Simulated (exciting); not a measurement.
# Electron–core-hole interaction in the Lu L₃ spectrum of RbLuSe2, part 2 of 2

Aim: the Lu L₃ absorption edge of RbLuSe2 with the electron–hole interaction treated explicitly, and what each term of the kernel does.

exciting sodium; X-ray absorption, core-level Bethe-Salpeter equation, exchange and statically screened direct term, Tamm-Dancoff, all-electron LAPW+lo LDA.

So far. Step 7 (Another input): Wall time by task: writepmatxs 18 s, scrcoulint 1.8 min, exccoulint 76 s, bse 3.6 s. Step 8 (Ground state with other settings): Against the second ground state the total energy moves by 9903 meV an atom and the gap by -0.24 eV.

**9. A changed run**

File input.xml:

```
<input>
  <title>RbLuSe2</title>
  <structure speciespath="." autormt="false" epslat="1.0e-5">
    <crystal>
      <basevect>3.9017175288 2.2526576656 14.8746642328</basevect>
      <basevect>-3.9017175288 2.2526576656 14.8746642328</basevect>
      <basevect>0.0000000000 -4.5053153311 14.8746642328</basevect>
    </crystal>
    <species speciesfile="Lu.xml" rmt="2.300">
      <atom coord="0.5000000000 0.5000000000 0.5000000000"/>
    </species>
    <species speciesfile="Rb.xml" rmt="2.464">
      <atom coord="0.0000000000 0.0000000000 0.0000000000"/>
    </species>
    <species speciesfile="Se.xml" rmt="2.300">
      <atom coord="0.7682100000 0.7682100000 0.7682100000"/>
      <atom coord="0.2317900000 0.2317900000 0.2317900000"/>
    </species>
  </structure>
  <groundstate do="skip" xctype="LDA_PW" ngridk="3 3 3" rgkmax="3.5" gmaxvr="14" nempty="8" swidth="0.001" maxscl="100" epsengy="1e-5"/>
  <xs xstype="BSE" ngridk="3 3 3" ngridq="3 3 3" vkloff="0.097 0.273 0.493" rgkmax="3.5" nempty="53" gqmax="3" lmaxapwwf="5" lmaxemat="3" broad="0.08599" tevout="true">
    <energywindow intv="335.019 336.636" points="439"/>
    <screening screentype="full" nempty="82"/>
    <BSE xas="true" xasspecies="1" xasatom="1" xasedge="L3" bsetype="singlet" nstlxas="1 49"/>
    <qpointset>
      <qpoint>0 0 0</qpoint>
    </qpointset>
    <plan>
      <doonly task="xsgeneigvec"/>
      <doonly task="writepmatxs"/>
      <doonly task="scrgeneigvec"/>
      <doonly task="scrwritepmat"/>
      <doonly task="screen"/>
      <doonly task="scrcoulint"/>
    </plan>
  </xs>
</input>
```

File input.xml for the exchange start (cutoff and plan only):

```
  gqmax="2"
  <plan>
    <doonly task="exccoulint"/>
  </plan>
```

Command:

```bash
OMP_NUM_THREADS=1 mpirun -n 4 exciting
OMP_NUM_THREADS=1 mpirun -n 4 exciting
```

Numbers of over 12 decimals in the logs are rounded to 6 here.

The program printed:

```text
| EXCITING SODIUM started for task xsgeneigvec ( 301)                          =
One-shot GS runs for BSE calculations
One-shot GS runs for k+qmt/2 grids
Info(xsgeneigvec): Generating eigenvectors for Q-point      1
Info(xsgeneigvec): Generation of eigenvectors finished
| EXCITING SODIUM started for task writepmatxs ( 320)                          =
Info(writepmatxs): Momentum matrix elements finished
| EXCITING SODIUM started for task scrgeneigvec ( 401)                         =
One-shot GS runs for BSE calculations
One-shot GS runs for k+qmt/2 grids
Info(xsgeneigvec): Generating eigenvectors for Q-point      1
Using screening GS parameters.
Info(xsgeneigvec): Generation of eigenvectors finished
| EXCITING SODIUM started for task scrwritepmat ( 420)                         =
Info(writepmatxs): Momentum matrix elements finished
Info(scrwritepmat): Momentum matrix elements for screening finished
| EXCITING SODIUM started for task screen ( 430)                               =
Info(screenlauncher): Calculating screening for unshifted q-grid.
Info(screenlauncher): Number of q points:       6
Info(screenlauncher): lowest (partially)  unoccupied state:     34
Info(screenlauncher): highest (partially) occupied state  :     33
Info(screenlauncher): number of occupied states considered:   33
Info(screenlauncher): number of unoccupied states considered:   83
Info(screenlauncher): Starting loop over q-points
Info(screenlauncher): Screening for unshifted q-grid finished
Info(screenlauncher): Screening finished
| EXCITING SODIUM started for task scrcoulint ( 440)                           =
Info(scrcoulintlauncher): Setting up screened Coulomb interaction matrix W.
Info(scrcoulintlauncher): Using momentum transfer vectors from list :   1 to  1
Info(scrcoulintlauncher): Calculating screened Coulomb interaction matrix W
Info(scrcoulintlauncher): Momentum transfer list index: iqmt=  1
Info(scrcoulintlauncher): Momentum transfer: vqmtl=   0.000   0.000   0.000
Info(scrcoulintlauncher): Calculating RR block of W
Info(scrcoulint): Inspecting occupations...
Info(setranges_modxs): Number of non-reduced k-points:       27
Info(setranges_modxs): Number of states considered:       87
Info(setranges_modxs): Number of (partially) occupied states:       46
Info(setranges_modxs): Highest (partially) occupied states:       33
Info(setranges_modxs): Number of (partially) unoccupied states:       54
Info(setranges_modxs): Lowest (partially) unoccupied states:       34
Info(scrcoulint): Selecting transitions...
Info(select_transitions): Inspecting transitions in the  band interval:
  lowest occupied state:   7
  highest occupied state:  10
  lowest unoccupied state:  34
  highest unoccupied state:  82
  Opening gap with a scissor of:      0.000/H      0.000/eV
Info(select_transitions): Number of participating transitions:    5292
Info(scrcoulint): Size of file SCCLI will be about     0.216383 GB
Info(scrcoulint): Using q-grid
Info(scrcoulint): Number of reduced q-points:      6
Info(scrcoulint): Number of non-reduced q-points:     27
Info(scrcoulint): Calculating W(G1,G2,qr) fourier coefficients
Info(scrcoulint): Calculating W matrix elements
Info(scrcoulintlauncher): Screened coulomb interaction finished for iqmt=   1
| EXCITING SODIUM started for task exccoulint ( 441)                           =
Info(exccoulintlauncher): Setting up exchange interaction matrix V.
Info(exccoulintlauncher): Using momentum transfer vectors from list :   1 to  1
Info(exccoulintlauncher):Calculating exchange interaction matrix V
Info(exccoulintlauncher): Momentum transfer list index: iqmt=  1
Info(exccoulintlauncher): Momentum transfer: vqmtl=   0.000   0.000   0.000
Info(exccoulintlauncher): Calculating RR block of V
Info(exccoulint): Inspecting occupations...
Info(setranges_modxs): Number of non-reduced k-points:       27
Info(setranges_modxs): Number of states considered:       87
Info(setranges_modxs): Number of (partially) occupied states:       46
Info(setranges_modxs): Highest (partially) occupied states:       33
Info(setranges_modxs): Number of (partially) unoccupied states:       54
Info(setranges_modxs): Lowest (partially) unoccupied states:       34
Info(exccoulint): Selecting transitions...
Info(select_transitions): Inspecting transitions in the  band interval:
  lowest occupied state:   7
  highest occupied state:  10
  lowest unoccupied state:  34
  highest unoccupied state:  82
  Opening gap with a scissor of:      0.000/H      0.000/eV
Info(select_transitions): Number of participating transitions:    5292
Info(exccoulint): Size of file EXCLI will be about     0.216383 GB
Warning(init2/xs): input%xs%gqmax >= gkmax:    2.000000000       1.521739130    
Warning(init2/xs): input%xs%gqmax >= gkmax:    2.000000000       1.521739130    
Warning(init2/xs): input%xs%gqmax >= gkmax:    2.000000000       1.521739130    
Warning(init2/xs): input%xs%gqmax >= gkmax:    2.000000000       1.521739130
```

Elapsed: 28 min, on 4 MPI ranks of Intel Xeon at 2.70GHz, shared host.

The run was cut off at its time limit.

What this input changed: basis cutoff rgkmax from 7 to 3.5.

**10. The levels of theory side by side**

| level | curve passes 0.15 (eV) | highest maximum (eV) | its height |
| --- | --- | --- | --- |
| IP | -3.2 | 3.2 | 0.83 |
| RPA | -3.2 | 3.2 | 0.83 |
| singlet | -6.7 | -0.1 | 1.00 |

| E (eV) | IP | RPA | singlet |
| --- | --- | --- | --- |
| -11.0 | 0.04 | 0.04 | 0.06 |
| -10.0 | 0.04 | 0.04 | 0.07 |
| -9.0 | 0.05 | 0.05 | 0.09 |
| -8.0 | 0.05 | 0.05 | 0.11 |
| -7.0 | 0.06 | 0.06 | 0.14 |
| -6.0 | 0.08 | 0.08 | 0.19 |
| -5.0 | 0.10 | 0.10 | 0.25 |
| -4.0 | 0.12 | 0.12 | 0.37 |
| -3.0 | 0.16 | 0.16 | 0.54 |
| -2.0 | 0.22 | 0.22 | 0.77 |
| -1.0 | 0.31 | 0.31 | 0.95 |
| 0.0 | 0.44 | 0.44 | 1.00 |
| 1.0 | 0.61 | 0.61 | 0.92 |
| 2.0 | 0.75 | 0.75 | 0.76 |
| 3.0 | 0.82 | 0.82 | 0.60 |
| 4.0 | 0.80 | 0.80 | 0.49 |
| 5.0 | 0.70 | 0.70 | 0.42 |
| 6.0 | 0.60 | 0.60 | 0.39 |
| 7.0 | 0.54 | 0.54 | 0.37 |
| 8.0 | 0.50 | 0.50 | 0.36 |
| 9.0 | 0.47 | 0.47 | 0.34 |
| 10.0 | 0.44 | 0.44 | 0.32 |
| 11.0 | 0.42 | 0.42 | 0.30 |
| 12.0 | 0.40 | 0.40 | 0.29 |
| 13.0 | 0.38 | 0.38 | 0.28 |
| 14.0 | 0.37 | 0.37 | 0.28 |
| 15.0 | 0.36 | 0.36 | 0.28 |
| 16.0 | 0.36 | 0.36 | 0.26 |
| 17.0 | 0.35 | 0.35 | 0.25 |
| 18.0 | 0.33 | 0.33 | 0.24 |
| 19.0 | 0.32 | 0.32 | 0.23 |
| 20.0 | 0.31 | 0.31 | 0.22 |
| 21.0 | 0.30 | 0.30 | 0.21 |

**11. Summary of results**

* absorber and edge: Lu L₃, atom 1
* surroundings: 6 Se at 2.84 Å (octahedral, site symmetry -3m)
* first bright state: -1.36 eV from the Kohn–Sham onset, on this mesh
* highest maximum: -0.1 eV
* cost of the BSE run: 49 min on 4 MPI ranks of Intel Xeon at 2.70GHz, shared host; the last task ran on as many threads

What this shows: Is a core exciton bound? Yes on this mesh: the first bright state (over 5 % of the brightest) lies at -1.36 eV from the Kohn–Sham onset. Exchange alone changes the independent-particle spectrum by 0.0 % r.m.s. A mesh of 27 points doesn't converge binding energies, and fine structure above the first lines is partly noise of the mesh. Exchange and the short-range direct term aren't converged in the kernel cutoff. The zero comes from the shifted mesh, which comes near the band minimum without meeting it. The conduction states carry no spin here, so the exchange coupling to the spinor core hole is only partly held. This core level is treated alone, with no coupling to its spin–orbit partner. The Kohn–Sham onset, 9132 eV, is no photon energy (tabulated edge of the element: 9244 eV): the scale needs a rigid shift. Bands and screening come from semilocal DFT, whose small gap overscreens. Vibrations and energy-dependent lifetimes are left out. The structure is a published determination, not relaxed.

[Banner, clock and machine lines of the logs are left out without a mark of their own.]

[Logs are printed without paths, hosts, clocks, repeated set-up lines and the standing remarks that a program may print on its own settings, such as how far it seeks lower states.]

[Hosts, paths, dates, database ids (printed as entryN), source tags and the programs' standing remarks are cut or masked in the printed files.]
